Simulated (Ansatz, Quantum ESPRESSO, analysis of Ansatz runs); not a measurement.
**Li2CdCl4 (Imma), nudged elastic band: V_Cd hop (3.8 Å) (q = −2) (Quantum ESPRESSO)**

Wanted: path and barrier of a jump of Cd in Li2CdCl4 (Imma) at charge −2. The case: V_Cd hop (3.8 Å), in a cell of 56 host atoms with 1 Cd taken out.

Program: Quantum ESPRESSO 7.5. Level of theory: Quantum ESPRESSO plane-wave DFT, PBEsol, GBRV 1.5 PBEsol potentials; nudged elastic band between two relaxed defect structures at fixed charge in a uniform background. Results are calculated unless marked as measured.

### Step 1. The structure

The cell holds 55 atoms: 16 Li, 7 Cd and 32 Cl. Its edges and angles: a = 12.949 Å, b = 12.809 Å, c = 10.609 Å, α = 66.4°, β = 65.0°, γ = 48.6°. It derives from Li2CdCl4 (space group Imma). Nearest the centre at fractional (0.125, 0.875, 0.625): Cd17 at 1.72 Å, Cl28 at 1.90 Å, Cl39 at 1.91 Å, Li5 at 3.01 Å, Li12 at 3.01 Å, Cl27 at 3.12 Å, Cl32 at 3.20 Å, Cl52 at 3.33 Å. The cell carries charge −2.

The cell's shortest repeat is 10.6 Å.

### Step 2. Relaxation of the start point, charge −2

A barrier is counted from a minimum, so both ends are relaxed first. Quantum ESPRESSO starts from the structure that Ansatz relaxed. The charge of −2 is set by the electron count, and a uniform background keeps the cell neutral.

File pw.in:

```
&CONTROL
  calculation = 'relax'
  prefix = 'pwscf'
  outdir = './tmp'
  pseudo_dir = './pseudo'
  tprnfor = .true.
  disk_io = 'low'
  nstep = 70
  forc_conv_thr = 0.00078
  etot_conv_thr = 0.0001
/
&SYSTEM
  ibrav = 0
  nat = 55
  ntyp = 3
  ecutwfc = 40
  ecutrho = 324
  nbnd = 183
  occupations = 'fixed'
  tot_charge = -2
  nosym = .true.
/
&ELECTRONS
  conv_thr = 6d-08
  electron_maxstep = 100
  mixing_beta = 0.5
/
&IONS
  ion_dynamics = 'bfgs'
/
ATOMIC_SPECIES
Li     6.9400 li_pbesol_v1.4.uspp.F.UPF
Cd   112.4140 cd_pbesol_v1.uspp.F.UPF
Cl    35.4500 cl_pbesol_v1.4.uspp.F.UPF
CELL_PARAMETERS angstrom
   0.0000000000    7.6206933794   10.4688316414
   7.3802304228    0.0000000000   10.4688316414
   7.3802304228    7.6206933794    0.0000000000
ATOMIC_POSITIONS crystal
Li     0.1934169901    0.4518040198    0.0484978300
Li     0.4384620101    0.6977679097    0.3048576999
Li     0.6969877402    0.9455756595    0.5545351099
Li     0.9409930702    0.1954557397    0.8024456600
Li     0.1375567502    0.6282705797    0.6361624898
Li     0.3626396603    0.8720988995    0.8638357398
Li     0.6259458500    0.1267295299    0.1217436600
Li     0.8741477901    0.3736148397    0.3782200300
Li     0.1259000500    0.1219850899    0.1264970900
Li     0.3741931301    0.3786352098    0.3731957399
Li     0.5983594602    0.6360803996    0.6279303599
Li     0.9015210003    0.8643871095    0.8720005899
Li     0.0615845701    0.8027442497    0.1948363399
Li     0.3065999201    0.0486253898    0.4514362600
Li     0.5592276502    0.3048443797    0.6972754199
Li     0.8031973703    0.5548466295    0.9451443799
Cd     0.0140461301   -0.0100365701    0.5100347699
Cd     0.2500897602    0.2501889097    0.7497953399
Cd     0.4860299300    0.5104139498   -0.0102270400
Cd     0.7499601201    0.7502360997    0.2499563500
Cd    -0.0014434898    0.5017441498    0.5013227299
Cd     0.5014527000   -0.0011661401   -0.0015435499
Cd     0.7501062701    0.2502038898    0.2498260400
Cl     0.1323027402    0.1229813897    0.8817162599
Cl     0.3853164701    0.3653907198    0.1346779400
Cl     0.6368726201    0.6182888097    0.3770753499
Cl     0.8856979002    0.8691654695    0.6310114299
Cl     0.2478086702    0.7479120197    0.4942897999
Cl     0.4968751803    1.0014355495    0.7527158298
Cl     0.7425731300    0.2532257098    0.0060265801
Cl     0.9962781301    0.4995087897    0.2541154200
Cl     0.1121099703    0.6320742896    0.8684012798
Cl     0.3676323901    0.8894956397    0.1117737199
Cl     0.6170815301    0.1362294498    0.3639928700
Cl     0.8687845302    0.3883758297    0.6106262600
Cl     0.2495974300    0.2464023399    0.0001884900
Cl     0.5015693101    0.4943875698    0.2463294300
Cl     0.7506880402    0.7477265796    0.4982752699
Cl     0.9890647703    1.0066718594    0.7518911599
Cl    -0.0014052899    0.0060296899    0.2534094500
Cl     0.2504699401    0.2541254898    0.4994692499
Cl     0.5110232602    0.4936571296    0.7479332199
Cl     0.7492608603    0.7527402695    1.0016494798
Cl     0.1324451102    0.6110084097    0.3878845899
Cl     0.3878950602    0.8684398396    0.6315816998
Cl     0.6313417402    0.1120541997    0.8892327399
Cl     0.8830527801    0.3642450798    0.1357716700
Cl     0.0033151802    0.4990538597    0.7469852298
Cl     0.2523426303    0.7525033795    1.0055196298
Cl     0.5036557900    0.0009784399    0.2457513600
Cl     0.7575591701    0.2471835697    0.4937101400
Cl     0.1147881501    0.1349806299    0.3651517999
Cl     0.3678408402    0.3774646297    0.6180238099
Cl     0.6144322103    0.6311982796    0.8687875699
Cl     0.8630884401    0.8821619296    0.1228125600
K_POINTS crystal
1
0.25 0.25 0.25 1.0
```

The run is started by

```
$ OMP_NUM_THREADS=1 mpirun -n 16 pw.x -in pw.in > pw.out
```

What it wrote:

```text
[shortened: banners, details of potentials and solvers, and blank lines are left out]
     one sub-group per band group will be used
     scalapack distributed-memory algorithm (size of sub-group:  2*  2 procs)
     bravais-lattice index     =            0
     lattice parameter (alat)  =      24.4697  a.u.
     unit-cell volume          =    7946.7440 (a.u.)^3
     number of atoms/cell      =           55
     number of atomic types    =            3
     number of electrons       =       358.00
     number of Kohn-Sham states=          183
     kinetic-energy cutoff     =      40.0000  Ry
     charge density cutoff     =     324.0000  Ry
     scf convergence threshold =      6.0E-08
     mixing beta               =       0.5000
     number of iterations used =            8  plain     mixing
     energy convergence thresh.=      1.0E-04
     force convergence thresh. =      7.8E-04
     Exchange-correlation= SLA  PW   PSX  PSC
                           (   1   4  10   8   0   0   0)
     nstep                     =           70
     crystal axes: (cart. coord. in units of alat)
               a(1) = (   0.000000   0.588525   0.808479 )
               a(2) = (   0.569955   0.000000   0.808479 )
               a(3) = (   0.569955   0.588525   0.000000 )
     PseudoPot. # 1 for Li read from file:
     li_pbesol_v1.4.uspp.F.UPF
     Pseudo is Ultrasoft, Zval =  3.0
     PseudoPot. # 2 for Cd read from file:
     cd_pbesol_v1.uspp.F.UPF
     Pseudo is Ultrasoft + core correction, Zval = 12.0
[...]
PseudoPot. # 3 for Cl read from file:
     cl_pbesol_v1.4.uspp.F.UPF
     Pseudo is Ultrasoft + core correction, Zval =  7.0
[...]
atomic species   valence    mass     pseudopotential
     Li                3.00     6.94000     Li( 1.00)
     Cd               12.00   112.41400     Cd( 1.00)
     Cl                7.00    35.45000     Cl( 1.00)
     No symmetry found
     site n.     atom                  positions (alat units)
         1        Li     tau(   1) = (   0.2851494   0.1423729   0.5216476  )
         2        Li     tau(   2) = (   0.5714513   0.4374623   0.9186180  )
         3        Li     tau(   3) = (   0.8549953   0.7365526   1.3279779  )
         4        Li     tau(   4) = (   0.5687587   1.0260574   0.9187949  )
         5        Li     tau(   5) = (   0.7206697   0.4553532   0.6191553  )
         6        Li     tau(   6) = (   0.9894043   0.7218116   0.9982601  )
         7        Li     tau(   7) = (   0.1416185   0.4400340   0.6085222  )
         8        Li     tau(   8) = (   0.4285119   0.7370499   1.0087898  )
[...]
number of k points=     1
                       cart. coord. in units 2pi/alat
        k(    1) = (   0.2193156   0.2123954   0.1546113), wk =   2.0000000
     Dense  grid:   782681 G-vectors     FFT dimensions: ( 144, 144, 120)
     Smooth grid:   271671 G-vectors     FFT dimensions: ( 100, 100,  81)
     starting charge     345.2866, renormalised to     358.0000
     Self-consistent Calculation
     iteration #  1     ecut=    40.00 Ry     beta= 0.50
     total energy              =   -2098.50365314 Ry
     estimated scf accuracy    <       2.58841928 Ry
     iteration #  2     ecut=    40.00 Ry     beta= 0.50
     total energy              =   -2099.27036604 Ry
     estimated scf accuracy    <       0.41785423 Ry
     iteration #  3     ecut=    40.00 Ry     beta= 0.50
     total energy              =   -2099.30964127 Ry
     estimated scf accuracy    <       0.03997749 Ry
[...]
estimated scf accuracy    <       0.00000459 Ry
     iteration # 10     ecut=    40.00 Ry     beta= 0.50
     total energy              =   -2099.32271232 Ry
     estimated scf accuracy    <       0.00000076 Ry
     iteration # 11     ecut=    40.00 Ry     beta= 0.50
     total energy              =   -2099.32271237 Ry
     estimated scf accuracy    <       0.00000035 Ry
     iteration # 12     ecut=    40.00 Ry     beta= 0.50
     End of self-consistent calculation
          k = 0.2193 0.2124 0.1546 ( 33956 PWs)   bands (ev):
   -41.2661 -41.2654 -41.2354 -41.2351 -41.2333 -41.2331 -41.0873 -41.0870
   -41.0870 -41.0866 -41.0006 -41.0003 -40.8757 -40.8755 -40.8747 -40.8739
   -11.9497 -11.8019 -11.7564 -11.6753 -11.6314 -11.5921 -11.5703 -11.5614
   -11.5386 -11.5006 -11.4617 -11.4373 -11.3373 -11.3144 -11.2904 -11.2736
   -11.2592 -11.2544 -11.2499 -11.2313 -11.2062 -11.1775 -11.1465 -11.1255
   -11.0393 -11.0203 -10.7978 -10.7692 -10.7600 -10.7238 -10.1523 -10.1462
    -4.8380  -4.7997  -4.7782  -4.7449  -4.7207  -4.7114  -4.6882  -4.6681
    -4.6531  -4.6484  -4.6124  -4.5712  -4.5669  -4.5647  -4.5523  -4.5450
[...]
highest occupied, lowest unoccupied level (ev):     2.1817    5.7881
!    total energy              =   -2099.32271250 Ry
     estimated scf accuracy    <          1.8E-09 Ry
     The total energy is the sum of the following terms:
     one-electron contribution =    -710.72365450 Ry
     hartree contribution      =     507.70825841 Ry
     xc contribution           =    -628.35636428 Ry
     ewald contribution        =   -1267.95095213 Ry
     convergence has been achieved in  12 iterations
     Forces acting on atoms (cartesian axes, Ry/au):
     atom    1 type  1   force =    -0.00001234    0.00004224   -0.00007453
     atom    2 type  1   force =    -0.00005481   -0.00007671   -0.00005465
     atom    3 type  1   force =     0.00001662    0.00006068    0.00004232
     atom    4 type  1   force =     0.00007444   -0.00009275   -0.00007387
     atom    5 type  1   force =    -0.00006276    0.00010505    0.00001060
     atom    6 type  1   force =     0.00004307   -0.00013327   -0.00000681
     atom    7 type  1   force =     0.00009476   -0.00005768    0.00001337
     atom    8 type  1   force =    -0.00008938    0.00003477    0.00002422
[...]
Total force =     0.007168     Total SCF correction =     0.000109
     BFGS Geometry Optimization
     Energy error            =      5.1E-05 Ry
     Gradient error          =      1.5E-03 Ry/Bohr
     number of scf cycles    =   1
     number of bfgs steps    =   0
     energy             new  =   -2099.3227124962 Ry
     new trust radius        =       0.0015020175 bohr
     new conv_thr            =       0.0000000600 Ry
ATOMIC_POSITIONS (crystal)
Li               0.1934170152        0.4518002274        0.0485007378
Li               0.4384599305        0.6977672270        0.3048544528
Li               0.6969903206        0.9455752182        0.5545367429
Li               0.9409853145        0.1954597614        0.8024469755
Li               0.1375629153        0.6282649505        0.6361636191
Li               0.3626333172        0.8721048985        0.8638328290
Li               0.6259407881        0.1267352677        0.1217447168
Li               0.8741528138        0.3736110402        0.3782174208
[...]
Self-consistent Calculation
     iteration #  1     ecut=    40.00 Ry     beta= 0.50
     total energy              =   -2099.32275940 Ry
     estimated scf accuracy    <       0.00000213 Ry
     iteration #  2     ecut=    40.00 Ry     beta= 0.50
     total energy              =   -2099.32276039 Ry
     estimated scf accuracy    <       0.00000027 Ry
     iteration #  3     ecut=    40.00 Ry     beta= 0.50
[...]
k = 0.2193 0.2124 0.1546 ( 33956 PWs)   bands (ev):
   -41.2648 -41.2640 -41.2355 -41.2353 -41.2334 -41.2332 -41.0858 -41.0855
   -41.0854 -41.0851 -40.9999 -40.9995 -40.8751 -40.8749 -40.8741 -40.8734
   -11.9492 -11.8014 -11.7563 -11.6749 -11.6315 -11.5921 -11.5706 -11.5614
   -11.5387 -11.5005 -11.4624 -11.4380 -11.3372 -11.3143 -11.2901 -11.2733
   -11.2590 -11.2543 -11.2499 -11.2313 -11.2058 -11.1771 -11.1462 -11.1251
   -11.0386 -11.0198 -10.7963 -10.7676 -10.7584 -10.7221 -10.1517 -10.1456
    -4.8382  -4.8003  -4.7786  -4.7453  -4.7213  -4.7122  -4.6887  -4.6690
    -4.6539  -4.6491  -4.6132  -4.5723  -4.5677  -4.5655  -4.5531  -4.5458
[...]
highest occupied, lowest unoccupied level (ev):     2.1822    5.7846
!    total energy              =   -2099.32276048 Ry
     estimated scf accuracy    <       0.00000001 Ry
[...]
convergence has been achieved in   3 iterations
     Forces acting on atoms (cartesian axes, Ry/au):
     atom    1 type  1   force =    -0.00001218    0.00001882   -0.00004188
     atom    2 type  1   force =    -0.00004704   -0.00006846   -0.00005390
     atom    3 type  1   force =     0.00002135    0.00006322    0.00004388
     atom    4 type  1   force =     0.00006683   -0.00007707   -0.00007427
     atom    5 type  1   force =    -0.00005600    0.00010966    0.00001979
     atom    6 type  1   force =     0.00004366   -0.00013214   -0.00001345
     atom    7 type  1   force =     0.00008516   -0.00005289    0.00000528
     atom    8 type  1   force =    -0.00007623    0.00002406    0.00002871
[...]
Total force =     0.005979     Total SCF correction =     0.000408
[...]
number of scf cycles    =   2
     number of bfgs steps    =   1
     energy             old  =   -2099.3227124962 Ry
     energy             new  =   -2099.3227604789 Ry
     CASE: energy            _new < energy            _old
     WARNING: bfgs curvature condition failed, Theta= 0.960
     new trust radius        =       0.0016522193 bohr
[...]
ATOMIC_POSITIONS (crystal)
Li               0.1934170557        0.4517973347        0.0485024907
Li               0.4384572504        0.6977663497        0.3048508988
Li               0.6969936356        0.9455747933        0.5545391470
Li               0.9409762038        0.1954639746        0.8024490443
Li               0.1375711472        0.6282579986        0.6361653057
Li               0.3626248530        0.8721124942        0.8638293156
Li               0.6259345659        0.1267418605        0.1217461285
Li               0.8741584564        0.3736072788        0.3782139986
[...]
Self-consistent Calculation
[...]
k = 0.2193 0.2124 0.1546 ( 33956 PWs)   bands (ev):
[...]
highest occupied, lowest unoccupied level (ev):     2.1828    5.7807
!    total energy              =   -2099.32280367 Ry
[...]
convergence has been achieved in   5 iterations
     Forces acting on atoms (cartesian axes, Ry/au):
[...]
Total force =     0.004877     Total SCF correction =     0.000093
[...]
number of scf cycles    =   3
     number of bfgs steps    =   2
     energy             old  =   -2099.3227604789 Ry
     energy             new  =   -2099.3228036656 Ry
     CASE: energy            _new < energy            _old
     new trust radius        =       0.0024783289 bohr
[...]
ATOMIC_POSITIONS (crystal)
[...]
Self-consistent Calculation
     iteration #  1     ecut=    40.00 Ry     beta= 0.50
     total energy              =   -2099.32284778 Ry
     estimated scf accuracy    <       0.00000634 Ry
     iteration #  2     ecut=    40.00 Ry     beta= 0.50
     total energy              =   -2099.32284986 Ry
     estimated scf accuracy    <       0.00000096 Ry
     iteration #  3     ecut=    40.00 Ry     beta= 0.50
     total energy              =   -2099.32285001 Ry
     estimated scf accuracy    <       0.00000009 Ry
     iteration #  4     ecut=    40.00 Ry     beta= 0.50
     total energy              =   -2099.32285005 Ry
     estimated scf accuracy    <       0.00000001 Ry
     iteration #  5     ecut=    40.00 Ry     beta= 0.50
     total energy              =   -2099.32285005 Ry
     estimated scf accuracy    <          8.8E-10 Ry
     iteration #  6     ecut=    40.00 Ry     beta= 0.50
     End of self-consistent calculation
          k = 0.2193 0.2124 0.1546 ( 33956 PWs)   bands (ev):
   -41.2609 -41.2602 -41.2355 -41.2353 -41.2332 -41.2330 -41.0816 -41.0814
   -41.0811 -41.0809 -40.9977 -40.9974 -40.8735 -40.8734 -40.8726 -40.8719
   -11.9481 -11.7998 -11.7557 -11.6739 -11.6318 -11.5920 -11.5710 -11.5615
   -11.5388 -11.5001 -11.4640 -11.4396 -11.3365 -11.3138 -11.2891 -11.2723
   -11.2582 -11.2537 -11.2495 -11.2307 -11.2044 -11.1760 -11.1453 -11.1240
   -11.0369 -11.0184 -10.7928 -10.7637 -10.7546 -10.7181 -10.1504 -10.1443
    -4.8391  -4.8023  -4.7802  -4.7468  -4.7231  -4.7144  -4.6905  -4.6716
    -4.6566  -4.6513  -4.6155  -4.5753  -4.5703  -4.5680  -4.5557  -4.5484
[...]
highest occupied, lowest unoccupied level (ev):     2.1836    5.7749
!    total energy              =   -2099.32285005 Ry
     estimated scf accuracy    <          2.5E-10 Ry
     The total energy is the sum of the following terms:
     one-electron contribution =    -709.21653883 Ry
     hartree contribution      =     506.94335581 Ry
     xc contribution           =    -628.34132282 Ry
     ewald contribution        =   -1268.70834421 Ry
     convergence has been achieved in   6 iterations
     Forces acting on atoms (cartesian axes, Ry/au):
     atom    1 type  1   force =    -0.00001572   -0.00002844    0.00003356
     atom    2 type  1   force =    -0.00002496   -0.00004640   -0.00002768
     atom    3 type  1   force =     0.00002043    0.00006018    0.00008314
     atom    4 type  1   force =     0.00003826   -0.00005673   -0.00004800
     atom    5 type  1   force =    -0.00004464    0.00011091    0.00004024
     atom    6 type  1   force =     0.00003166   -0.00013622   -0.00003852
     atom    7 type  1   force =     0.00006217   -0.00004819   -0.00000258
     atom    8 type  1   force =    -0.00005887    0.00002013    0.00003269
[...]
Total force =     0.003121     Total SCF correction =     0.000063
     Energy error            =      4.6E-05 Ry
     Gradient error          =      6.5E-04 Ry/Bohr
     bfgs converged in   4 scf cycles and   3 bfgs steps
     (criteria: energy <  1.0E-04 Ry, force <  7.8E-04 Ry/Bohr)
     End of BFGS Geometry Optimization
     Final energy             =   -2099.3228500536 Ry
Begin final coordinates
ATOMIC_POSITIONS (crystal)
Li               0.1934174584        0.4517949393        0.0485025012
Li               0.4384531393        0.6977652751        0.3048452342
Li               0.6970001466        0.9455747433        0.5545424722
Li               0.9409622305        0.1954705297        0.8024517536
Li               0.1375856766        0.6282465365        0.6361681066
Li               0.3626099023        0.8721248983        0.8638232425
Li               0.6259244711        0.1267523170        0.1217481379
Li               0.8741677590        0.3736013480        0.3782083109
[...]
End final coordinates
   JOB DONE.
```

Wall time 79 s (16 MPI ranks of Intel Xeon 6975P-C (Granite Rapids), shared host); peak memory 4.8 GiB.

Hardly anything moved in the relaxation; the energy changed by under 0.2 meV an atom.

Neighbours of Cd17 at the end:

| atom | distance (Å) |
| --- | --- |
| Cl39 | 2.530 |
| Cl28 | 2.531 |
| Cl52 | 2.597 |
| Cl27 | 2.611 |
| Cl40 | 2.730 |
| Cl51 | 2.736 |
| Li5 | 3.587 |
| Li12 | 3.589 |

This step gave:

```
highest filled level                                                                              : 2.184 eV
lowest empty level                                                                                : 5.775 eV
r.m.s. move of the farther half of the atoms                                                      : 0.04928 Å
largest move from the ideal geometry of this structure, a common shift of the far atoms taken out : 0.2865 Å
```

The relaxation gained 0.002 eV and ended with a largest force component of 0.017 eV/Å.

(Continued in part 2 of 3.)

[Logs are printed without paths, hosts, clocks, repeated set-up lines and the standing remarks that a program may print on its own settings, such as how far it seeks lower states.]

[Hosts, paths, dates, database ids (printed as entryN), source tags and the programs' standing remarks are cut or masked in the printed files.]
